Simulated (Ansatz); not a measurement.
# Heat carried by phonons in MgO (Periclase, Fm-3m), part 2 of 2

How well does the lattice of MgO (Periclase) conduct heat?

Measurements to reproduce:
- thermal conductivity 60 W/m/K near room temperature (given in “Combining the AFLOW GIBBS and Elastic Libraries to efficiently and robustly screen thermo-mechanical properties of solids”, 2017, arXiv:1611.05714)
- thermal conductivity 60 W/m/K near room temperature (given in “Predicting the lattice thermal conductivity of solids by solving the Boltzmann transport equation: AFLOW - AAPL an automated, accurate and efficient framework”, 2017, arXiv:1611.05481)

Ansatz 0.2.0; DFT LDA, scalar-relativistic, plane waves, PAW; PAW set soft_1.

So far. Step 2 (Probe on a coarse mesh): The start is under -6.4 GPa at this level and looks like an insulator or semiconductor on this mesh. Step 4 (Relaxing to small residual forces and stress): The residual pressure is -0.0095 GPa, small enough for phonons. The relaxed cell has a = 4.161 Å (conventional setting).

The database entry behind the starting cell differs from later determinations by our own check (about 0.1 % long), so it need not match the best structure at ambient conditions.

## Step 5: Third-order constants and the Boltzmann equation

The supercell must be wider than twice the pair cutoff, and the number of displaced cells grows with the pairs inside it, which is where the cost lies.

File input.yaml:

```yaml
crystal:
  lattice:
    - [0.0, 2.0803230081, 2.0803230081]
    - [2.0803230081, 0.0, 2.0803230081]
    - [2.0803230081, 2.0803230081, 0.0]
  atoms:
    - { symbol: Mg, position: [0.0, 0.0, 0.0] }
    - { symbol: O, position: [0.5, 0.5, 0.5] }
kpoints:
  mp_grid: { grid: [12, 12, 12] }
hamiltonian:
  xc: lda
  pseudopotentials: { kind: paw, azcp: { folder: soft_1 }, xc_functional: pbe }
scf:
  occupations: { method: fixed }
  lower_state_search: "off"
output:
  eigenvalues: true
phonons:
  method: fd
  dielectric: true
  qmesh: [6, 6, 6]
  temperatures: { t_max: 1000, t_step: 50 }
  qpath:
    path:
      - [[0.0, 0.0, 0.0], [0.5, 0.0, 0.5], [0.5, 0.25, 0.75], [0.375, 0.375, 0.75], [0.0, 0.0, 0.0], [0.5, 0.5, 0.5], [0.625, 0.25, 0.625], [0.5, 0.25, 0.75], [0.5, 0.5, 0.5], [0.375, 0.375, 0.75]]
      - [[0.625, 0.25, 0.625], [0.5, 0.0, 0.5]]
    npoints: 10
  third_order: { supercell: [3, 3, 3], pair_cutoff: 3.092 }
  lattice_thermal_conductivity:
    qmesh: [15, 15, 15]
    temperatures: [50.0, 100.0, 150.0, 200.0, 300.0, 400.0, 500.0, 600.0, 800.0, 1000.0]
    isotope_mass_variance:
      - { species: Mg, variance: 0.0007399 }
      - { species: O, variance: 3.359e-05 }
```

On the command line:

```bash
> ansatz run input.yaml --threads 18 --pin off --max-ram 92160MiB --backend cuda --events-out ev --progress --plain --runs-dir out --max-vram 78GiB
```

Numbers of over 12 decimals in the logs are rounded to 6 here.

What it wrote:

```text
Warning: phonons.dielectric: true without phonons.rigid_motions: the static dielectric tensor ε⁰ will be withheld (ε∞, Z* and the rows of modes are given); for a crystal or a slab, whose only rigid motions are the translations, set phonons.rigid_motions: translations
[...]
Crystal: 12 atoms, lattice volume = 108.037 Å³
Basis set: ecut = 420 eV, 2121 PW (Γ), FFT grids on a1, a1+a2, 2a1+a3
Bands: 60, of which v1, the nominal top of the filled ones, is band 48 counted from 1 (47 counted from 0)
Symmetry: 24 space group operations
k-points: 94 of 288
[...]
SCF iter   1: F=—  HF=-14760.373918 eV  |F-HF|=—  |Δ(HF+E_count)|=         —  Δρ=6.72e-8  dr2=2.07e-12  ethr=1.00e-12  ⟨swp⟩=3.0  Hψ=14292  notcnv=0
[...]
SCF iter   2: F=-14760.373918 eV  HF=-14760.373918 eV  |F-HF|=0.00e0  |Δ(HF+E_count)|=    0.00e0  Δρ=2.72e-8  dr2=3.54e-13  ethr=1.00e-12  ⟨swp⟩=3.0  Hψ=11781  notcnv=0
SCF 1 converged in 2 iterations: F = -14760.373918 eV  dr2 = 3.54e-13
[...]
Crystal: 2 atoms, lattice volume = 18.006 Å³
Basis set: ecut = 420 eV, 339 PW (Γ), exchange–correlation on 40×40×40 points (8 copies of the dense FFT grid, shifted against one another)
Bands: 12, of which v1, the nominal top of the filled ones, is band 8 counted from 1 (7 counted from 0)
Symmetry: 48 space group operations
k-points: 163 of 1728 (irreducible under 8 space group operations, time reversal used)
[...]
SCF iter   1: F=—  HF=-2460.062305 eV  |F-HF|=—  |Δ(HF+E_count)|=         —  Δρ=2.81e-7  dr2=4.94e-12  ethr=3.78e-8  ⟨swp⟩=3.2  Hψ=16622  notcnv=0  defer=322
eigensolver tolerance schedule: the retry pair's looser diagonalisation over-reported the residual by 1222176.27 of it (diagonalisation noise at an unbounded share of the residual, at the tolerance the schedule requests for it); recorded, not acted on — ethr = c·dr2/N_el stays at c = 1.0e-1
[...]
SCF iter   2: F=—  HF=-2460.062320 eV  |F-HF|=—  |Δ(HF+E_count)|=   1.54e-5  Δρ=3.02e-7  dr2=8.55e-12  ethr=1.00e-12  ⟨swp⟩=6.2  Hψ=8998  notcnv=0
SCF iter   3: F=-2460.062320 eV  HF=-2460.062320 eV  |F-HF|=1.36e-12  |Δ(HF+E_count)|=  3.64e-12  Δρ=1.03e-7  dr2=6.18e-13  ethr=1.00e-12  ⟨swp⟩=1.0  Hψ=4564  notcnv=0
SCF 2 converged in 3 iterations: F = -2460.062320 eV  dr2 = 6.18e-13
[...]
SCF 3 converged in 8 iterations: F = -14760.373881 eV  dr2 = 4.63e-13
[...]
symmetry images taken by strict's conditions (phonons.symmetry_images: auto; settled by the asymmetry read); asymmetry of the core-correction force 2.5e-7 eV/Å at the most on a site, 1.2e-6 eV/Å summed over every site of the supercell
  q = [0.0000, 0.0000, 0.0000] (star 1, supercell 1; hermiticity 7.45e-17, symmetrization 2.09e-7): -0.00 -0.00 -0.00 407.07 407.07 407.07
[...]
joined force constants: q→R imaginary residual 6.24e-19
  density of states and harmonic sums: on the 30×30×30 q-mesh, interpolated from the force constants of a 6×6×6 supercell (with the dipole–dipole term)
  largest difference from the sums on the solved wave vectors: F 2.84e-3 eV, S 4.05e-6 and C_V 1.17e-6 eV/K
  zero-point energy: 0.149849 eV/cell   skipped modes (ω ≤ 0): 3   left out of the sums: 1.85e-5 of the cell's modes: C_V's classical limit lies that fraction below 3 k_B per atom; for a crystal, a wire or a layer, F and S can be off by more, and a phonons.interpolated_qmesh denser along its periods is the remedy for the sampling
--- Third-order force constants: 50 member SCFs in a 3×3×3 supercell (pair cutoff 3.092 Å, amplitude 0.03 Å, SCF threshold 1.00e-9 eV, Σ member SCF iterations 398) ---
[...]
sum-rule residual: 3.488e-1 → 5.382e-15 eV/Å³; symmetrization residual: 2.255e-2 eV/Å³; largest sum-rule correction relative to its orbit: 1.380e-1, on the orbit of the block of home site 1 with site 1 of cell (-1, 0, 0) and site 1 of cell (-1, 0, 0), whose norm before the correction was 3.003e0 eV/Å³
--- Lattice thermal conductivity: 15×15×15 mesh (120 irreducible points), tetrahedron method ---
  three-phonon and isotope scattering only; four-phonon, boundary and, in a metal, phonon-electron scattering are left out
  each conductivity is what the modes' populations carry and what the coherences between them add
  conductivity (a third of the tensor's trace), W/(m K), in the relaxation-time approximation and from the full solution:
       T (K)   relaxation time   full solution  iterations             ending  least Ritz value
       50.00         1166.0485       1258.0648           7          converged          7.111e-1
      100.00          237.4640        254.3311           7          converged          6.303e-1
      150.00          118.4038        129.4493           8          converged          6.057e-1
      200.00           85.4308         94.6535           8          converged          5.819e-1
      300.00           59.0798         66.1391           9          converged          5.506e-1
      400.00           46.1372         51.8590           9          converged          5.334e-1
      500.00           38.0285         42.8493           9          converged          5.228e-1
      600.00           32.4056         36.5779           9          converged          5.156e-1
      800.00           25.0840         28.3811           9          converged          5.065e-1
     1000.00           20.5189         23.2493           9          converged          5.010e-1
```

Wall time 2.7 min (1 × NVIDIA GB200 with 18 threads of Arm Neoverse V2, shared host); peak memory 2.2 GiB.

Numbers from this step:

```yaml
gamma_frequencies: 0, 0, 0, 407.1, 407.1, 407.1 cm⁻¹ (negative: imaginary)
lowest_frequency_on_the_path: 0 cm⁻¹
zero_point_energy: 0.1498 eV/cell
point_group: m-3m
highest_frequency: 714.4 cm⁻¹
debye_temperature_from_the_second_moment: 778 K
kappa_at_300_k_relaxation_time: 59.08 W/m/K
kappa_at_300_k_full_solution: 66.14 W/m/K
dipole_term: run
mean_free_path_at_half_of_kappa: 32.8 nm
share_of_kappa_above_the_three_lowest_branches: 0.131
third_order_blocks: 350
periodic_aliases_dropped: 24
largest_relative_sum_rule_correction: 0.1380
displaced_cells_third_order: 50
```

LO-TO term included. The phonon branches at the labelled points (cm⁻¹):

```csv
point,branch 1,branch 2,branch 3,branch 4,branch 5,branch 6
Γ,0,0,0,407,407,714
halfway,218,218,334,430,430,625
X,292,292,431,456,456,553
halfway,320,324,418,455,470,540
W,353,381,381,448,505,505
halfway,319,384,399,437,496,521
K,297,390,405,426,497,527
halfway,222,257,356,382,441,645
Γ,0,0,0,407,407,714
halfway,187,187,329,397,397,681
L,283,283,369,369,551,574
halfway,290,328,391,436,499,556
U,297,390,405,426,497,527
halfway,319,384,399,437,496,521
W,353,381,381,448,505,505
halfway,298,334,401,447,486,550
L,283,283,369,369,551,574
halfway,290,328,391,436,499,556
K,297,390,405,426,497,527
jump to U,297,390,405,426,497,527
halfway,293,323,425,448,470,546
X,292,292,431,456,456,553
```

The phonon branches as a text plot (rows in cm⁻¹):

```
    700 |**                    *******
    670 |  *                  *       *
    640 |   *                *         *
    610 |    **             *           **
    580 |      *           *              **           ***
    551 |       ****                      * **       ******** ***
    521 |           *******              * *  **** ** *   *  *
    491 |           ******              *   **********     ****
    461 |       *******    **                *    *  *      *  **
    432 |  *********   ***** ***       *    * **** **     ** ****
    402 |**    *    ** **** * *********    ******* * ***   ****
    372 |     *      ***   ***         ***** ** ***** ***** * *
    342 |    *      ***    * *        *     *    *** *     *
    313 |         **   ** * * *            *   **   ***   *    *
    283 |   *   ***      * *         *   ******       ***********
    253 |     **            **         **
    223 |  * *               ***
    193 |   *                 *     * *
    164 |                      **    *
    134 | **                   *
    104 | *                     *   *
     74 |*                       * *
     45 |*                       * *
     15 |                         *
         Γ       X    W  K        Γ      L     U  W     L   K|U X
```

W/m/K. Kappa, by row:

```csv
T (K),RTA xx,RTA yy,RTA zz,full xx,full yy,full zz,coherence part xx,coherence part yy,coherence part zz,ending,iterations,least Ritz value
50,1166,1166,1166,1258,1258,1258,6.35e-4,6.35e-4,6.35e-4,converged,7,0.711
100,237.5,237.5,237.5,254.3,254.3,254.3,0.03255,0.03255,0.03255,converged,7,0.63
150,118.4,118.4,118.4,129.4,129.4,129.4,0.1038,0.1038,0.1038,converged,8,0.606
200,85.43,85.43,85.43,94.65,94.65,94.65,0.1642,0.1642,0.1642,converged,8,0.582
300,59.08,59.08,59.08,66.14,66.14,66.14,0.2418,0.2418,0.2418,converged,9,0.551
400,46.14,46.14,46.14,51.86,51.86,51.86,0.2911,0.2911,0.2911,converged,9,0.533
500,38.03,38.03,38.03,42.85,42.85,42.85,0.3285,0.3285,0.3285,converged,9,0.523
600,32.41,32.41,32.41,36.58,36.58,36.58,0.3594,0.3594,0.3594,converged,9,0.516
800,25.08,25.08,25.08,28.38,28.38,28.38,0.41,0.41,0.41,converged,9,0.507
1000,20.52,20.52,20.52,23.25,23.25,23.25,0.4515,0.4515,0.4515,converged,9,0.501
```

Lattice thermal conductivity against temperature:

```csv
temperature (K),RTA xx (W/m/K),full xx (W/m/K)
50,1166,1258
100,238,254
150,118,129
200,85.4,94.7
300,59.1,66.1
400,46.1,51.9
500,38.0,42.9
600,32.4,36.6
800,25.1,28.4
1000,20.5,23.2
```

Phonopy on the run's constants, 21x21x21 mesh, Gaussian sigma 5.4 cm⁻¹. Table of modes by wavenumber; read off at these points; values in 1/cm⁻¹/cell:

```csv
wavenumber (cm⁻¹),Mg,O
0.0,1.0e-5,1.0e-5
25.0,3.8e-6,3.8e-6
50.0,7.4e-5,5.0e-5
75.0,3.5e-4,2.3e-4
100.0,4.3e-4,2.6e-4
125.0,6.9e-4,4.0e-4
150.0,0.00104,5.5e-4
175.0,0.00198,9.8e-4
200.0,0.00280,0.00121
225.0,0.00400,0.00145
250.0,0.00634,0.00177
275.0,0.0127,0.00208
293.7,0.0227,0.00252
300.0,0.0202,0.00223
325.0,0.0107,0.00117
350.0,0.00796,9.6e-4
375.0,0.00637,0.00892
400.0,0.00818,0.0178
412.4,0.0138,0.0196
421.9,0.0167,0.0186
425.0,0.0158,0.0176
450.0,0.00750,0.0154
475.0,0.00302,0.0101
500.0,0.00176,0.00467
525.0,9.4e-4,0.00591
550.0,6.9e-4,0.0106
575.0,0.00126,0.00588
600.0,0.00152,0.00376
625.0,0.00143,0.00282
650.0,0.00116,0.00200
675.0,9.7e-4,0.00154
700.0,5.6e-4,8.5e-4
725.0,2.5e-6,5.0e-6
```

Distinct triplets, nearest first. Third order norms, by row:

```csv
sites,side 1 (Å),side 2 (Å),side 3 (Å),norm of the 27 components (eV/Å³)
Mg-Mg-Mg,0,0,0,0
O-O-O,0,0,0,0
Mg-O-O,0,2.08,2.08,23.02
Mg-O-Mg,0,2.08,2.08,23.03
Mg-O-O,2.08,2.08,2.94,0.365
Mg-O-Mg,2.08,2.08,2.94,0.659
Mg-Mg-Mg,0,2.94,2.94,4.097
Mg-Mg-Mg,2.94,2.94,2.94,0.101
O-O-O,0,2.94,2.94,3.048
O-O-O,2.94,2.94,2.94,0.276
```

Born charge (rows field, columns displacement) (e), principal values of the symmetric part by kind of site:

```csv
atom,atoms with these values,low,middle,high,mean
Mg1,1,1.97,1.97,1.97,1.97
O2,1,-1.97,-1.97,-1.97,-1.97
```

In full for O2:

```
-1.97  0.00  0.00
 0.00 -1.97  0.00
 0.00  0.00 -1.97
```

RTA, 300 K. Kappa by branch, by row:

```csv
branch (by rank),mean frequency (THz),mean rms speed (km/s),median lifetime (ps),share of kappa
1,8.01,2.61,3.42,0.178
2,8.89,3.72,4.56,0.395
3,11.47,2.91,3.53,0.296
4,12.72,2.08,2.97,0.048
5,13.84,2.42,2.94,0.067
6,17.55,2.8,0.843,0.016
```

Table of spectral kappa at 300 K by frequency; read off at these points; values in W/m/K/THz:

```csv
frequency (THz),relaxation time (W/m/K/THz),full solution (W/m/K/THz)
0.25,0,0
1.25,0,0
2.25,9.09,9.03
2.75,10.0,10.1
3.25,2.79,2.58
4.25,4.69,5.03
5.25,2.61,3.01
5.75,6.70,7.62
6.25,2.11,2.61
6.75,8.12,9.4
7.25,5.99,7.09
8.25,6.25,7.21
8.75,6.27,7.19
9.25,4.27,4.74
9.75,7.00,7.68
10.25,4.83,5.52
11.25,4.43,5.54
12.25,3.23,4.35
13.25,2.82,3.71
14.25,1.65,1.91
15.25,0.456,0.424
16.25,0.478,0.235
17.25,0.430,0.284
18.25,0.196,0.0509
19.25,0.0662,-0.0285
20.25,0.0120,-0.0517
21.25,4.4e-4,-0.00219
```

Relaxation-time solution. Share of κ carried by shorter paths against mean free path:

```csv
mean free path (nm),50 K,300 K,1000 K
0.464,0,0,0.001
1,0,0,0.022
1.47,0,0.001,0.044
3.16,0,0.015,0.197
4.64,0,0.029,0.32
10,0,0.151,0.567
14.7,0,0.264,0.677
31.6,0,0.477,0.882
46.4,0,0.599,0.891
100,0.001,0.782,0.913
147,0.001,0.846,0.946
316,0.002,0.846,1
464,0.004,0.893,1
1000,0.012,1,1
1470,0.024,1,1
3160,0.057,1,1
4640,0.089,1,1
10000,0.149,1,1
14700,0.284,1,1
31600,0.395,1,1
46400,0.723,1,1
1.0e5,1,1,1
```

300 K; a sample spread over frequency. Mode lifetimes, by row, the first 40 of 90 rows:

```csv
q1,q2,q3,branch,frequency (THz),rms speed (km/s),three-phonon rate (1/ps),isotope rate (1/ps),lifetime (ps),mean free path (nm)
0,0,0.0667,1,1.614,5.84,0.0445,8.38e-6,22.5,131
0,0.0667,0.1333,1,3.149,5.88,0.131,2.37e-4,7.62,44.8
0,0.0667,-0.1333,2,4.281,6,0.138,9.09e-4,7.2,43.2
0,0.1333,0.2,1,4.885,4.96,0.0669,0.00175,14.6,72.3
0,0.0667,-0.2,2,5.553,5.34,0.227,0.00336,4.34,23.2
0,0,0.2667,1,5.911,4.38,0.427,0.00481,2.32,10.1
0,0.2,0.2667,2,6.413,4.44,0.129,0.00772,7.31,32.5
0.0667,0.1333,0.3333,2,6.828,5.05,0.19,0.0113,4.97,25.1
0,0,0.3333,1,7.025,3.63,0.328,0.0142,2.93,10.6
0.0667,0.1333,0.4,1,7.345,3.49,0.32,0.0199,2.94,10.3
0,0.2667,0.3333,2,7.576,3.6,0.11,0.0239,7.46,26.9
0.0667,0.1333,0.4,2,7.807,4.33,0.259,0.032,3.44,14.9
0.0667,0.3333,0.4,1,7.986,2.8,0.157,0.0383,5.11,14.3
0.0667,0.2,0.4667,1,8.116,2.58,0.214,0.0492,3.8,9.79
0,0.1333,0.4667,1,8.243,1.87,0.202,0.0616,3.79,7.08
0,0.3333,0.4,2,8.394,2.91,0.109,0.0717,5.53,16.1
0,0.2667,-0.2667,1,8.496,2.05,0.349,0.105,2.2,4.52
0.0667,0.1333,0.2667,3,8.572,7.65,0.149,0.08,4.36,33.4
0,0.2,-0.4667,1,8.629,1.02,0.209,0.125,2.99,3.06
0,0.3333,-0.4667,1,8.731,0.83,0.184,0.122,3.27,2.7
0,0.2667,-0.3333,1,8.809,0.83,0.278,0.158,2.29,1.89
0.0667,0.2667,-0.4,1,8.891,1.33,0.214,0.163,2.65,3.53
0.0667,0.4667,-0.4667,1,8.978,1.66,0.101,0.122,4.48,7.46
0.0667,0.4667,-0.4,1,9.054,2.24,0.12,0.101,4.52,10.1
0.1333,0.3333,-0.2667,1,9.188,2.02,0.22,0.102,3.11,6.27
0,0.2,0.4667,2,9.423,3.38,0.241,0.0875,3.05,10.3
0.1333,0.4667,-0.4,1,9.62,2.37,0.077,0.0748,6.59,15.6
0.1333,0.2667,-0.4667,2,9.772,3.2,0.182,0.0717,3.95,12.6
0.0667,0.2667,-0.2667,2,9.968,3.86,0.148,0.0669,4.65,17.9
0.2,0.4667,-0.2667,1,10.27,2.79,0.0934,0.0754,5.92,16.5
0,0.2667,0.2667,3,10.48,5.84,0.27,0.0503,3.12,18.2
0,0.2667,-0.3333,2,10.75,3.46,0.165,0.13,3.39,11.7
0,0.2,0.3333,3,11.06,5.42,0.252,0.0442,3.37,18.3
0,0.1333,-0.3333,3,11.25,0.32,0.236,0.00938,4.07,1.32
0.1333,0.4,-0.2667,2,11.35,2.62,0.145,0.0729,4.59,12
0,0.2,-0.2,4,11.4,0.6,0.244,0.0211,3.78,2.26
0,0.0667,0.4,3,11.49,1.49,0.252,0.0137,3.76,5.62
0.0667,0.2667,-0.2667,3,11.58,1.72,0.251,0.00791,3.86,6.64
0,0.0667,0.4,4,11.68,1.69,0.292,0.0162,3.24,5.49
0.0667,0.2667,0.4,3,11.79,4.08,0.311,0.0481,2.78,11.4
```

Without the LO-TO term. Gamma linewidths, by row:

```csv
branch,frequency (cm⁻¹),three-phonon rate (1/ps),isotope rate (1/ps),FWHM (cm⁻¹)
4,407.1,0.322,0.0678,2.07
5,407.1,0.322,0.0678,2.07
6,407.1,0.322,0.0678,2.07
```

W/m/K, third of the trace; RTA populations with a boundary rate v/L added to each mode (Matthiessen's rule). Kappa by grain size, by row:

```csv
T (K),bulk,10 nm,30 nm,100 nm,300 nm,1000 nm,10000 nm,100000 nm
100,237.4,6.609,16,36.21,65.68,107.7,191.5,230.6
300,58.84,15.95,27.27,39.47,47.87,53.81,58.15,58.77
600,32.05,13.56,20.11,25.73,28.96,30.85,31.91,32.03
```

W/m/K, third of the trace; RTA populations with the isotope rates scaled. Kappa by mass disorder, by row:

```csv
T (K),no isotopes,as typed,variance x 3,variance x 10,variance x 30
100,333,237.4,188.9,128.7,76.49
300,72.1,58.84,47.56,34.3,23.99
600,35.87,32.05,27.56,20.82,14.85
```

At 300 K the relaxation-time value is 59.1 W/(m K).

## Step 6: Outcome

| Property | Result |
| --- | --- |
| highest frequency | 714.4 cm⁻¹ |
| Debye temperature from the second moment | 778 K |
| κ at 300 K (relaxation time) | 59.08 W/m/K |
| κ at 300 K (full solution) | 66.14 W/m/K |
| mean free path at half of κ | 32.8 nm |
| share of κ above the three lowest branches | 0.131 |

The lattice of MgO (Periclase) conducts 66.1 W/(m K) at 300 K by LDA (mean over directions, full solution). The full solution lies +12 % from the relaxation-time value at 300 K. Above 300 K the relaxation-time κ falls as T^-0.88. Grains of 100 nm would keep 67 % of the bulk value at 300 K, and grains of 1 µm 91 %. Removing the natural isotope disorder raises κ at 300 K by 23 %. A measured thermal conductivity near room temperature is 60 W/m/K (arXiv:1611.05714); the calculated 66.1 W/m/K differs by +10 %. The relaxed cell is 4 % smaller in volume than the database cell, which stiffens most phonons and usually raises κ; no run here tested that. Four-phonon, defect and boundary scattering, which are left out, would lower the calculated value; thermal expansion is left out too. The sum rules changed one orbit of cubic constants by up to 14 %; by the manual a large change points to a short cutoff or, on a small and distant orbit, to noisy forces. Below 100 K the values hang on the q-mesh and, in a real crystal, on its size. The conductivities include the coherence part between close branches; the shares for grains, isotopes, branches and paths are of the relaxation-time populations alone. Cubic couplings among atoms farther apart than the pair cutoff are dropped, and neither the cutoff nor the q-mesh was shown to be converged here. The PAW files were made for PBE and are used here under another functional, for which the program regenerates the frozen cores.

[Logs are printed without paths, hosts, clocks, repeated set-up lines and the standing remarks that a program may print on its own settings, such as how far it seeks lower states.]

[Hosts, paths, dates, database ids (printed as entryN), source tags and the programs' standing remarks are cut or masked in the printed files.]

[A step with changed settings may run another functional than the one named; its input shows which.]
